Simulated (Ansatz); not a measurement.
# Σ3 (111) boundary in fcc Cu: structure and resistance, part 3 of 3

How much does the Σ3 (111) boundary in fcc Cu reflect electrons?

Ansatz 0.2.0; Ansatz plane-wave DFT, PBE, PAW files; relaxation of a bicrystal slab with its lowest layers held; PAW set soft_1 (the session's first sound run).

So far. Step 3 (Transmission across the boundary): Over the solved energies the transmission per spin lies between 0.766 and 0.777, out of 0.794 channels of the lead on average (up to 0.800). Step 4 (Specific resistance): Averaged over the energies near the Fermi level, 97.3 % of the channels pass, which makes 0.0255 fΩ m².

## 5. Single-crystal slab for reference

The free faces cost energy too. A single-crystal slab with the same faces and held layers is relaxed, so that they cancel.

This step: Ansatz plane-wave DFT, PBE, PAW files; relaxation of a single-crystal slab with its lowest layers held; PAW set soft_1 (Ansatz 0.2.0).

System of this step: Cu slab, plane (1, 1, 1). The cell holds 10 atoms: 10 Cu. Cell: a = 2.556 Å, b = 2.556 Å, c = 29.784 Å, α = 90.0°, β = 90.0°, γ = 120.0°. It derives from Cu. Vacuum lies along c.

File input.yaml:

```yaml
crystal:
  lattice:
    - [2.5561627297, 0.0, 0.0]
    - [-1.2780813649, 2.2137018601, 0.0]
    - [0.0, 0.0, 29.7838831619]
  atoms:
    - { symbol: Cu, position: [0.9999999998, 0.9999999999, 0.1678760279] }
    - { symbol: Cu, position: [0.3333333332, 0.6666666665, 0.2379507766] }
    - { symbol: Cu, position: [0.6666666665, 0.3333333332, 0.3080255254] }
    - { symbol: Cu, position: [0.9999999999, 0.9999999999, 0.3781002741] }
    - { symbol: Cu, position: [0.3333333332, 0.6666666666, 0.4481750228] }
    - { symbol: Cu, position: [0.6666666666, 0.3333333333, 0.5182497716] }
    - { symbol: Cu, position: [0.9999999999, 1.0, 0.5883245203] }
    - { symbol: Cu, position: [0.3333333333, 0.6666666666, 0.6583992691] }
    - { symbol: Cu, position: [0.6666666666, 0.3333333333, 0.7284740178] }
    - { symbol: Cu, position: [0.0, 0.0, 0.7985487665] }
kpoints:
  mp_grid: { grid: [10, 10, 1] }
hamiltonian:
  xc: pbe
  pseudopotentials: { kind: paw, azcp: { folder: soft_1 } }
scf:
  occupations: { method: fermi_dirac, width: 0.1 }
relax:
  f_tol: 0.03
  max_steps: 80
  constraints: [{ sites: [0, 1] }]
```

Command:

```sh
> ansatz run input.yaml --threads 4 --pin off --max-ram 15360MiB --backend cpu --events-out ev --progress --plain --runs-dir out
```

Numbers of over 12 decimals in the logs are rounded to 6 here.

What it wrote:

```text
Warning: crystal.symmetry: narrowed to the stabiliser of the relax constraints — unitary ops 12 → 6; lowered at sites 0, 1, 8, 9 (the operations that carried what is held of a site onto what its image site leaves free; the constrained walk keeps no symmetry that its constraints do not admit)
[...]
Crystal: 10 atoms, lattice volume = 168.535 Å³
Basis set: ecut = 420 eV, 3357 PW (Γ), exchange–correlation on 36×36×400 points (8 copies of the dense FFT grid, shifted against one another)
Bands: 114, of which v1, the nominal top of the filled ones, is band 95 counted from 1 (94 counted from 0)
Symmetry: 6 space group operations
k-points: 14 of 100 (time reversal used)
[...]
SCF iter   1: F=—  HF=-66259.731862 eV  |F-HF|=—  |Δ(HF+E_count)|=         —  Δρ=2.22e-1  dr2=4.98e1  ethr=3.10e-3  ⟨swp⟩=5.6  Hψ=5538  notcnv=0  defer=39
[...]
SCF iter  10: F=-66250.901254 eV  HF=-66250.901259 eV  |F-HF|=4.99e-6  |Δ(HF+E_count)|=   3.55e-7  Δρ=6.30e-5  dr2=9.34e-6  ethr=1.18e-8  ⟨swp⟩=3.0  Hψ=5575  notcnv=0
SCF 1 converged in 10 iterations: F = -66250.901254 eV  dr2 = 9.34e-6
[...]
relax step   1: F+E_penalty+E_count = -66250.90125400 eV  Δ(F+E_penalty+E_count) = +0.000e0 eV  max|allowed force component| = 5.075e-2 eV/Å  Δτ_max = 0.0000 Å  (10 SCF iters, dr2 threshold 2.25e-5 eV, accepted)
[...]
SCF iter   6: F=-66250.901611 eV  HF=-66250.901611 eV  |F-HF|=7.53e-8  |Δ(HF+E_count)|=   1.24e-8  Δρ=7.74e-6  dr2=7.57e-8  ethr=5.26e-11  ⟨swp⟩=4.1  Hψ=5123  notcnv=0
SCF 2 converged in 6 iterations: F = -66250.901611 eV  dr2 = 7.57e-8
relax step   2: F+E_penalty+E_count = -66250.90161134 eV  Δ(F+E_penalty+E_count) = -3.573e-4 eV  max|allowed force component| = 3.037e-2 eV/Å  Δτ_max = 0.0050 Å  (6 SCF iters, accepted)
SCF iter   1: F=—  HF=-66250.901983 eV  |F-HF|=—  |Δ(HF+E_count)|=         —  Δρ=6.94e-4  dr2=5.39e-4  ethr=3.11e-6  ⟨swp⟩=3.7  Hψ=3016  notcnv=0  defer=115
[...]
SCF iter   7: F=-66250.901804 eV  HF=-66250.901804 eV  |F-HF|=4.62e-8  |Δ(HF+E_count)|=   3.09e-8  Δρ=5.36e-6  dr2=5.00e-8  ethr=5.26e-11  ⟨swp⟩=3.1  Hψ=6127  notcnv=0
SCF 3 converged in 7 iterations: F = -66250.901804 eV  dr2 = 5.00e-8
relax step   3: F+E_penalty+E_count = -66250.90180380 eV  Δ(F+E_penalty+E_count) = -1.925e-4 eV  max|allowed force component| = 4.487e-4 eV/Å  Δτ_max = 0.0079 Å  (7 SCF iters, accepted)
SCF converged after 7 iterations
Free energy (F): -66250.901804 eV
[...]
Internal energy: -66250.780604 eV  (E = F + TS)
E sigma→0 (E₀):  -66250.841204 eV
Entropy (-TS):   -0.121200 eV (-12.120 meV/atom)
Fermi energy:    10.073994 eV
[...]
--- Forces (eV/Å), atoms counted from 1 ---
  atom   1  Cu     0.00000000    -0.00000000     0.02123094
  atom   2  Cu    -0.00000000    -0.00000000    -0.02143376
  atom   3  Cu     0.00000000     0.00000000    -0.00000980
  atom   4  Cu     0.00000000     0.00000000    -0.00001934
  atom   5  Cu     0.00000000     0.00000000    -0.00017751
  atom   6  Cu    -0.00000000    -0.00000000     0.00038159
  atom   7  Cu     0.00000000    -0.00000000     0.00020779
  atom   8  Cu    -0.00000000    -0.00000000     0.00004759
  atom   9  Cu    -0.00000000     0.00000000     0.00017285
  atom  10  Cu    -0.00000000     0.00000000    -0.00044871
  max |Σ_I F_I| component: 4.84e-5 eV/Å
--- Relaxed structure (3 steps of the walk, 3 accepted, 0 SCFs on fresh bases) ---
  F+E_penalty+E_count = -66250.90180380 eV   max|allowed force component| = 4.487e-4 eV/Å
  atoms:
    - { symbol: Cu, position: [1.0, 1.000000, 0.167876] }
    - { symbol: Cu, position: [0.333333, 0.666667, 0.23795077661] }
    - { symbol: Cu, position: [0.666667, 0.333333, 0.307760] }
    - { symbol: Cu, position: [1.0, 1.000000, 0.378013] }
    - { symbol: Cu, position: [0.333333, 0.666667, 0.448126] }
    - { symbol: Cu, position: [0.666667, 0.333333, 0.518459] }
    - { symbol: Cu, position: [1.0, 1.000000, 0.588574] }
    - { symbol: Cu, position: [0.333333, 0.666667, 0.658832] }
    - { symbol: Cu, position: [0.666667, 0.333333, 0.728650] }
[...]
```

The job ended after 25 s (4 threads of Arm Neoverse V1, shared host; peak memory 0.73 GiB).

Step by step:

```csv
step,energy less that of the first step (eV),largest force component (eV/Å)
1,0.0000,0.0508
2,-0.0004,0.0304
3,-0.0005,0.0004
```

The atoms that moved most (Å):

```csv
atom,dx,dy,dz,length
Cu8,0.000,0.000,0.013,0.013
Cu3,0.000,0.000,-0.008,0.008
Cu7,0.000,0.000,0.007,0.007
Cu6,0.000,0.000,0.006,0.006
Cu9,0.000,0.000,0.005,0.005
```

The relaxed structure:

```xyz
10
Lattice="2.5562 0.0000 0.0000 -1.2781 2.2137 0.0000 0.0000 0.0000 29.7839" Properties=species:S:1:pos:R:3
Cu    1.2781    2.2137    5.0000
Cu    0.0000    1.4758    7.0871
Cu    1.2781    0.7379    9.1663
Cu    1.2781    2.2137   11.2587
Cu    0.0000    1.4758   13.3469
Cu    1.2781    0.7379   15.4417
Cu    1.2781    2.2137   17.5300
Cu    0.0000    1.4758   19.6226
Cu    1.2781    0.7379   21.7020
Cu    0.0000    0.0000   23.7833
```

Numbers from this step:

```yaml
free_energy: -66250.9018 eV
energy_at_zero_smearing: -66250.8412 eV
fermi_energy: 10.07 eV
```

The largest force component on a free atom ends at 4.5e-4 eV/Å, under the tolerance of 0.03, after 3 steps.

## 6. Bulk reference

The perfect crystal gives the energy per atom, for the atoms by which bicrystal and slab differ.

This step: Ansatz plane-wave DFT, PBE, PAW files; bulk reference; PAW set soft_1 (Ansatz 0.2.0).

System of this step: Cu. It takes space group Fm-3m (No. 225, cubic). The conventional cell has a = 3.615 Å, b = 3.615 Å, c = 3.615 Å, α = 90.00°, β = 90.00°, γ = 90.00°. Nearest to Cu lie 12 Cu at 2.56 Å.

input.yaml, the sections that differ from step 5:

```yaml
crystal:
  lattice:
    - [0.0, 1.80748, 1.80748]
    - [1.80748, 0.0, 1.80748]
    - [1.80748, 1.80748, 0.0]
  atoms:
    - { symbol: Cu, position: [0.0, 0.0, 0.0] }
kpoints:
  mp_grid: { grid: [21, 21, 21] }
# hamiltonian, scf: as in step 5
# relax: removed
```

What it wrote:

```text
[...]
Crystal: 1 atoms, lattice volume = 11.810 Å³
Basis set: ecut = 420 eV, 259 PW (Γ)
Bands: 14, of which v1, the nominal top of the filled ones, is band 10 counted from 1 (9 counted from 0)
Symmetry: 48 space group operations
[...]
k-points: 286 of 9261
[...]
SCF iter   1: F=—  HF=-6626.103945 eV  |F-HF|=—  |Δ(HF+E_count)|=         —  Δρ=2.68e-1  dr2=5.09e0  ethr=3.10e-3  ⟨swp⟩=4.9  Hψ=19163  notcnv=0
[...]
SCF iter   7: F=-6625.187333 eV  HF=-6625.187333 eV  |F-HF|=7.64e-11  |Δ(HF+E_count)|=  1.01e-10  Δρ=1.66e-6  dr2=1.97e-10  ethr=5.26e-10  ⟨swp⟩=2.0  Hψ=7881  notcnv=0
SCF 1 converged in 7 iterations: F = -6625.187333 eV  dr2 = 1.97e-10
[...]
SCF converged after 7 iterations
Free energy (F): -6625.187333 eV
[...]
Internal energy: -6625.176373 eV  (E = F + TS)
E sigma→0 (E₀):  -6625.181853 eV
Entropy (-TS):   -0.010960 eV (-10.960 meV/atom)
Fermi energy:    16.384214 eV
[...]
```

The job ended after 1 s (4 threads; peak memory 0.3 GiB; 2.9 s of CPU time).

This step gave:

```yaml
free_energy: -6625.1873 eV
energy_at_zero_smearing: -6625.1819 eV
fermi_energy: 16.38 eV
```

## 7. Boundary energy

This step: Ansatz plane-wave DFT, PBE, PAW files; bicrystal less single-crystal slab less bulk atoms, a boundary area; PAW set soft_1 (Ansatz 0.2.0).

Numbers from this step:

| Item | Value |
| --- | --- |
| excess energy of the cell | 0.01003 eV |
| boundary energy | 0.02839 J/m² |

The boundary costs 0.028 J/m², under the few hundredths of a J/m² that differences of such thin slabs resolve.

By hand: 0.0100 eV / 5.659 Å² × 16.02 = 0.0284 J/m².

## 8. What came out

```json
{
  "specific resistance of the boundary": "0.0255 fΩ m²",
  "share of channels that pass": "0.973",
  "boundary energy": "0.0284 J/m²"
}
```

What this shows: The boundary has a specific resistance of 0.025 fΩ m² and an energy of 0.028 J/m². The boundary reflects 2.7 % of the channels; 0.025 fΩ m² is 0.25×10⁻¹² Ω·cm². That equals the resistance of 1.5 nm of bulk Cu at 300 K (measured 1.725 µΩ cm, CRC Handbook of Chemistry and Physics, 84th ed., 2003, Electrical Resistivity of Pure Metals).

[Logs are printed without paths, hosts, clocks, repeated set-up lines and the standing remarks that a program may print on its own settings, such as how far it seeks lower states.]

[Hosts, paths, dates, database ids (printed as entryN), source tags and the programs' standing remarks are cut or masked in the printed files.]
